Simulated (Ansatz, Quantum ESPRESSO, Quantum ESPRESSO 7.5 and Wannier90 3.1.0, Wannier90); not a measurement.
# zigzag Sc chain, bond 2.80 Å, width 0.8 Å: Wannier functions and conductance

Aim: a Wannier model and the conductance steps that follow from it, for this wire: zigzag Sc chain, bond 2.80 Å, width 0.8 Å.

Program: Quantum ESPRESSO 7.5 and Wannier90 3.1.0. Level of theory: plane-wave DFT, PBE, PseudoDojo norm-conserving pseudopotentials (cross-check by Ansatz 0.2.0 with PAW datasets). Results are calculated unless marked as measured.

**1. Set-up**

The cell holds 2 atoms: 2 Sc. Cell: a = 9.000 Å, b = 8.000 Å, c = 5.367 Å, α = 90.0°, β = 90.0°, γ = 90.0°. Vacuum lies along a and b. The structure's axis is c.

**2. Ground state**

Contents of scf.in:

```
&control
  prefix = 'scf'
  outdir = './out'
  pseudo_dir = './pseudo'
  calculation = 'scf'
  tprnfor = .true.
/
&system
  ibrav = 0
  nat = 2
  ntyp = 1
  ecutwfc = 70
  ecutrho = 280
  occupations = 'smearing'
  smearing = 'mv'
  degauss = 0.005
/
&electrons
  conv_thr = 1e-07
  mixing_beta = 0.4
  electron_maxstep = 120
  mixing_mode = 'local-TF'
/
ATOMIC_SPECIES
  Sc  44.9559  Sc.dojo-sr-pbe-0.4.1-standard.upf
CELL_PARAMETERS angstrom
  9.00000000000000 0.00000000000000 0.00000000000000
  0.00000000000000 8.00000000000000 0.00000000000000
  0.00000000000000 0.00000000000000 5.36656314599950
ATOMIC_POSITIONS crystal
  Sc  -0.044444444400 0.000000000000 0.000000000000
  Sc  0.044444444400 0.000000000000 0.500000000000
K_POINTS automatic
  1 1 12 0 0 0
```

On the command line:

```bash
OMP_NUM_THREADS=1 mpirun -n 2 pw.x -nk 1 -in scf.in > scf.out
```

The log of the run:

```text
Program PWSCF v.7.5 starts
[citation notice left out]

     Parallel version (MPI & OpenMP), running on       2 processor cores
     Number of MPI processes:                 2
     Threads/MPI process:                     1

     MPI processes distributed on     1 nodes
[...]
Current dimensions of program PWSCF are:
     Max number of different atomic species (ntypx) = 10
     Max number of k-points (npk) =  40000
     Max angular momentum in pseudopotentials (lmaxx) =  4
     Message from routine setup:
     using ibrav=0 with symmetry is DISCOURAGED, use correct ibrav instead

     R & G space division:  proc/nbgrp/npool/nimage =       2
     Subspace diagonalization in iterative solution of the eigenvalue problem:
     a serial algorithm will be used

     Parallelization info
     --------------------
     sticks:   dense  smooth     PW     G-vecs:    dense   smooth      PW
     Min        2867    2867    769               103194   103194   14351
     Max        2868    2868    770               103195   103195   14352
     Sum        5735    5735   1539               206389   206389   28703

     Using Slab Decomposition

     bravais-lattice index     =            0
     lattice parameter (alat)  =      17.0075  a.u.
     unit-cell volume          =    2607.5062 (a.u.)^3
     number of atoms/cell      =            2
     number of atomic types    =            1
     number of electrons       =        22.00
     number of Kohn-Sham states=           15
     kinetic-energy cutoff     =      70.0000  Ry
     charge density cutoff     =     280.0000  Ry
     scf convergence threshold =      1.0E-07
     mixing beta               =       0.4000
     number of iterations used =            8  local-TF  mixing
     Exchange-correlation= PBE
                           (   1   4   3   4   0   0   0)

     celldm(1)=  17.007535  celldm(2)=   0.000000  celldm(3)=   0.000000
     celldm(4)=   0.000000  celldm(5)=   0.000000  celldm(6)=   0.000000

     crystal axes: (cart. coord. in units of alat)
               a(1) = (   1.000000   0.000000   0.000000 )
               a(2) = (   0.000000   0.888889   0.000000 )
               a(3) = (   0.000000   0.000000   0.596285 )

     reciprocal axes: (cart. coord. in units 2 pi/alat)
               b(1) = (  1.000000  0.000000  0.000000 )
               b(2) = (  0.000000  1.125000  0.000000 )
               b(3) = (  0.000000  0.000000  1.677051 )

     PseudoPot. # 1 for Sc read from file:
     ./pseudo/Sc.dojo-sr-pbe-0.4.1-standard.upf
     Pseudo is Norm-conserving + core correction, Zval = 11.0
     Generated using ONCVPSP code by D. R. Hamann
     Using radial grid of 1662 points,  6 beta functions with:
                l(1) =   0
                l(2) =   0
                l(3) =   1
                l(4) =   1
                l(5) =   2
                l(6) =   2

     atomic species   valence    mass     pseudopotential
     Sc               11.00    44.95590     Sc( 1.00)

      8 Sym. Ops., with inversion, found ( 4 have fractional translation)

   Cartesian axes

     site n.     atom                  positions (alat units)
         1        Sc     tau(   1) = (  -0.0444444   0.0000000   0.0000000  )
         2        Sc     tau(   2) = (   0.0444444   0.0000000   0.2981424  )

     number of k points=     7  Marzari-Vanderbilt smearing, width (Ry)=  0.0050
                       cart. coord. in units 2pi/alat
        k(    1) = (   0.0000000   0.0000000   0.0000000), wk =   0.1666667
        k(    2) = (   0.0000000   0.0000000   0.1397542), wk =   0.3333333
        k(    3) = (   0.0000000   0.0000000   0.2795085), wk =   0.3333333
        k(    4) = (   0.0000000   0.0000000   0.4192627), wk =   0.3333333
        k(    5) = (   0.0000000   0.0000000   0.5590170), wk =   0.3333333
        k(    6) = (   0.0000000   0.0000000   0.6987712), wk =   0.3333333
        k(    7) = (   0.0000000   0.0000000  -0.8385255), wk =   0.1666667

     Dense  grid:   206389 G-vectors     FFT dimensions: (  96,  81,  60)

     Estimated max dynamical RAM per process >     135.26 MB

     Estimated total dynamical RAM >     270.51 MB

     Initial potential from superposition of free atoms

     starting charge      21.9947, renormalised to      22.0000

     negative rho (up, down):  1.664E-05 0.000E+00
     Starting wfcs are   20 randomized atomic wfcs

     total cpu time spent up to now is        1.2 secs

     per-process dynamical memory:    74.7 Mb

     Self-consistent Calculation

     iteration #  1     ecut=    70.00 Ry     beta= 0.40
     Davidson diagonalization with overlap
     ethr =  1.00E-02,  avg # of iterations =  1.9

     total cpu time spent up to now is        3.7 secs

     total energy              =    -193.15223934 Ry
     estimated scf accuracy    <       0.41515433 Ry

     iteration #  2     ecut=    70.00 Ry     beta= 0.40
[...]
total energy              =    -193.09886901 Ry
     estimated scf accuracy    <       0.20127015 Ry

     iteration #  3     ecut=    70.00 Ry     beta= 0.40
[...]
total energy              =    -193.12037214 Ry
     estimated scf accuracy    <       0.02010722 Ry

     iteration #  4     ecut=    70.00 Ry     beta= 0.40
[...]
total energy              =    -193.12395258 Ry
     estimated scf accuracy    <       0.00760302 Ry

     iteration #  5     ecut=    70.00 Ry     beta= 0.40
[...]
total energy              =    -193.12407536 Ry
     estimated scf accuracy    <       0.00282433 Ry

     iteration #  6     ecut=    70.00 Ry     beta= 0.40
[...]
total energy              =    -193.12478585 Ry
     estimated scf accuracy    <       0.00090619 Ry

     iteration #  7     ecut=    70.00 Ry     beta= 0.40
[...]
total energy              =    -193.12501826 Ry
     estimated scf accuracy    <       0.00030494 Ry

     iteration #  8     ecut=    70.00 Ry     beta= 0.40
[...]
total energy              =    -193.12511859 Ry
     estimated scf accuracy    <       0.00002698 Ry

     iteration #  9     ecut=    70.00 Ry     beta= 0.40
[...]
total energy              =    -193.12512610 Ry
     estimated scf accuracy    <       0.00002303 Ry

     iteration # 10     ecut=    70.00 Ry     beta= 0.40
[...]
total energy              =    -193.12513022 Ry
     estimated scf accuracy    <       0.00000125 Ry

     iteration # 11     ecut=    70.00 Ry     beta= 0.40
[...]
total energy              =    -193.12513137 Ry
     estimated scf accuracy    <       0.00000038 Ry

     iteration # 12     ecut=    70.00 Ry     beta= 0.40
[...]
c_bands:  1 eigenvalues not converged
[...]
End of self-consistent calculation

          k = 0.0000 0.0000 0.0000 ( 25855 PWs)   bands (ev):

   -51.2095 -51.0986 -30.0643 -29.9687 -29.9651 -29.9423 -29.8725 -29.1418
    -3.5928  -1.3020  -0.9192  -0.7212  -0.7027  -0.4814  -0.4515

          k = 0.0000 0.0000 0.1398 ( 25815 PWs)   bands (ev):

   -51.2076 -51.1005 -30.0626 -29.9732 -29.9703 -29.9439 -29.8520 -29.1533
    -3.5463  -1.2943  -0.9885  -0.7357  -0.7157  -0.4534  -0.3341

          k = 0.0000 0.0000 0.2795 ( 25793 PWs)   bands (ev):

   -51.2021 -51.1061 -30.0579 -29.9857 -29.9751 -29.9487 -29.8027 -29.1872
    -3.4078  -1.2691  -1.1163  -0.8286  -0.6610  -0.4478  -0.3740

          k = 0.0000 0.0000 0.4193 ( 25779 PWs)   bands (ev):

   -51.1934 -51.1150 -30.0504 -29.9934 -29.9828 -29.9561 -29.7363 -29.2410
    -3.1805  -1.2239  -1.2222  -0.9617  -0.5612  -0.5447  -0.2553

          k = 0.0000 0.0000 0.5590 ( 25793 PWs)   bands (ev):

   -51.1820 -51.1266 -30.0405 -29.9951 -29.9927 -29.9652 -29.6579 -29.3111
    -2.8698  -1.2883  -1.1504  -1.1296  -0.9354  -0.6673  -0.4270

          k = 0.0000 0.0000 0.6988 ( 25791 PWs)   bands (ev):

   -51.1687 -51.1400 -30.0290 -30.0043 -29.9916 -29.9751 -29.5715 -29.3930
    -2.4835  -1.5387  -1.3027  -1.1757  -1.0536  -0.8022  -0.2682

[...]
the Fermi energy is    -1.1151 ev

!    total energy              =    -193.12513141 Ry
     estimated scf accuracy    <       0.00000005 Ry
     smearing contrib. (-TS)   =       0.00021066 Ry
     internal energy E=F+TS    =    -193.12534207 Ry

     The total energy is F=E-TS. E is the sum of the following terms:
     one-electron contribution =    -253.35358006 Ry
     hartree contribution      =     121.86921842 Ry
     xc contribution           =     -32.17560998 Ry
     ewald contribution        =     -29.46537046 Ry

     convergence has been achieved in  12 iterations

     Forces acting on atoms (cartesian axes, Ry/au):

     atom    1 type  1   force =     0.00719513    0.00000000    0.00000000
     atom    2 type  1   force =    -0.00719513    0.00000000    0.00000000

     Total force =     0.010175     Total SCF correction =     0.000002

[...]
=------------------------------------------------------------------------------=
   JOB DONE.
=------------------------------------------------------------------------------=
```

Wall time 32 s (2 MPI ranks of Arm Neoverse V2, shared host); peak memory 0.39 GiB.

This step gave:

| Quantity | Value |
| --- | --- |
| free energy | -2627.6013 eV |
| Fermi energy | -1.115 eV |

The program's own clock; routines nest. Time by routine:

```csv
routine,wall time (s),calls
PWSCF,31.55,1
electrons,30.1,1
c_bands,21.5,12
cegterg,20.73,84
fftw,19.16,8052
h_psi,19.04,455
vloc_psi,17.44,455
mix_rho,4.03,12
sum_band,3.64,12
ffts,2.33,711
init_run,1.15,1
v_of_rho,0.98,13
wfcinit,0.93,1
calbec,0.83,483
```

The run needed 12 iterations to bring the estimated error under 1e-07 Ry; the largest force on any atom, held or free, is 0.18 eV/Å.

**3. Full uniform mesh without symmetry**

Wannier90 needs the states on a whole uniform mesh, listed point by point, without symmetry.

nscf.in, as its differences from the input of step 2:

```diff
@@ -1,7 +1,6 @@
 &control
-  prefix = 'scf'
+  prefix = 'nscf'
   outdir = './out'
   pseudo_dir = './pseudo'
-  calculation = 'scf'
-  tprnfor = .true.
+  calculation = 'nscf'
 /
@@ -16,5 +15,8 @@
   degauss = 0.005
+  nosym = .true.
+  noinv = .true.
+  nbnd = 35
 /
 &electrons
-  conv_thr = 1e-07
+  conv_thr = 1e-09
   mixing_beta = 0.4
@@ -22,2 +24,3 @@
   mixing_mode = 'local-TF'
+  diago_full_acc = .true.
 /
@@ -32,3 +35,9 @@
   Sc  0.044444444400 0.000000000000 0.500000000000
-K_POINTS automatic
-  1 1 12 0 0 0
+K_POINTS crystal
+6
+  0.0000000000 0.0000000000 0.0000000000 0.1666666667
+  0.0000000000 0.0000000000 0.1666666667 0.1666666667
+  0.0000000000 0.0000000000 0.3333333333 0.1666666667
+  0.0000000000 0.0000000000 0.5000000000 0.1666666667
+  0.0000000000 0.0000000000 0.6666666667 0.1666666667
+  0.0000000000 0.0000000000 0.8333333333 0.1666666667
```

On the command line:

```bash
cp -r out/scf.save out/nscf.save
cp out/scf.xml out/nscf.xml
OMP_NUM_THREADS=1 mpirun -n 2 pw.x -nk 1 -in nscf.in > nscf.out
```

The log of the run:

```text
[banner, memory and clock lines left out]
Program PWSCF v.7.5 starts
[citation notice left out]

[...]
bravais-lattice index     =            0
     lattice parameter (alat)  =      17.0075  a.u.
     unit-cell volume          =    2607.5062 (a.u.)^3
     number of atoms/cell      =            2
     number of atomic types    =            1
     number of electrons       =        22.00
     number of Kohn-Sham states=           35
     kinetic-energy cutoff     =      70.0000  Ry
     charge density cutoff     =     280.0000  Ry
     Exchange-correlation= PBE
                           (   1   4   3   4   0   0   0)

[...]
PseudoPot. # 1 for Sc read from file:
     ./pseudo/Sc.dojo-sr-pbe-0.4.1-standard.upf
     Pseudo is Norm-conserving + core correction, Zval = 11.0
     Generated using ONCVPSP code by D. R. Hamann
     Using radial grid of 1662 points,  6 beta functions with:
                l(1) =   0
                l(2) =   0
                l(3) =   1
                l(4) =   1
                l(5) =   2
                l(6) =   2

     atomic species   valence    mass     pseudopotential
     Sc               11.00    44.95590     Sc( 1.00)

     No symmetry found

[...]
number of k points=     6  Marzari-Vanderbilt smearing, width (Ry)=  0.0050
[...]
Dense  grid:   206389 G-vectors     FFT dimensions: (  96,  81,  60)

     The potential is recalculated from file :
     ./out/nscf.save/charge-density

     Starting wfcs are   20 randomized atomic wfcs +   15 random wfcs

     Band Structure Calculation
     Davidson diagonalization with overlap

     ethr =  4.55E-12,  avg # of iterations = 63.3

     End of band structure calculation

          k = 0.0000 0.0000 0.0000 ( 25855 PWs)   bands (ev):

   -51.2074 -51.0965 -30.0624 -29.9668 -29.9632 -29.9403 -29.8704 -29.1396
    -3.5919  -1.3006  -0.9180  -0.7198  -0.7020  -0.4802  -0.4503  -0.3760
     0.1786   0.3777   0.5796   0.5945   1.4567   1.6731   1.8646   2.2498
     3.4403   3.6874   3.6978   4.1437   4.9395   4.9574   5.2348   6.2601
     6.2601   6.3180   6.6856

          k = 0.0000 0.0000 0.2795 ( 25793 PWs)   bands (ev):

   -51.2001 -51.1041 -30.0561 -29.9837 -29.9733 -29.9467 -29.8006 -29.1850
    -3.4069  -1.2678  -1.1149  -0.8278  -0.6598  -0.4502  -0.3728  -0.1037
    -0.0328   0.3634   0.3634   0.5392   1.5813   1.7288   1.8931   2.3601
     3.5997   3.7149   3.8352   4.0535   4.3574   4.4798   4.7049   5.3813
     6.0894   6.4173   6.6974

[...]
the Fermi energy is    -1.1071 ev
     (compare with:    -1.1151 eV, computed in scf)

[...]
```

Wall time 46 s (2 MPI ranks); peak memory 0.22 GiB; 92 s of CPU time.

This step gave:

- Fermi energy: -1.107 eV

The program's own clock; routines nest. Time by routine:

```csv
routine,wall time (s),calls
PWSCF,45.28,1
electrons,45,1
c_bands,45,1
cegterg,43.59,22
h_psi,33.91,408
vloc_psi,31.38,408
fftw,29.19,12214
h_psi:calbec,1.18,408
add_vuspsi,1.18,408
calbec,1.18,408
cdiaghg,0.44,386
g_psi,0.26,380
init_run,0.21,1
potinit,0.1,1
```

(Part 1 of 4 ends here.)

[Logs are printed without paths, hosts, clocks, repeated set-up lines and the standing remarks that a program may print on its own settings, such as how far it seeks lower states.]

[Hosts, paths, dates, database ids (printed as entryN), source tags and the programs' standing remarks are cut or masked in the printed files.]

[Maps of the electrostatic potential energy from Ansatz leave out the sawtooth potential of an applied field or a dipole correction, so their vacuum need not be flat; planar profiles and work functions include it.]
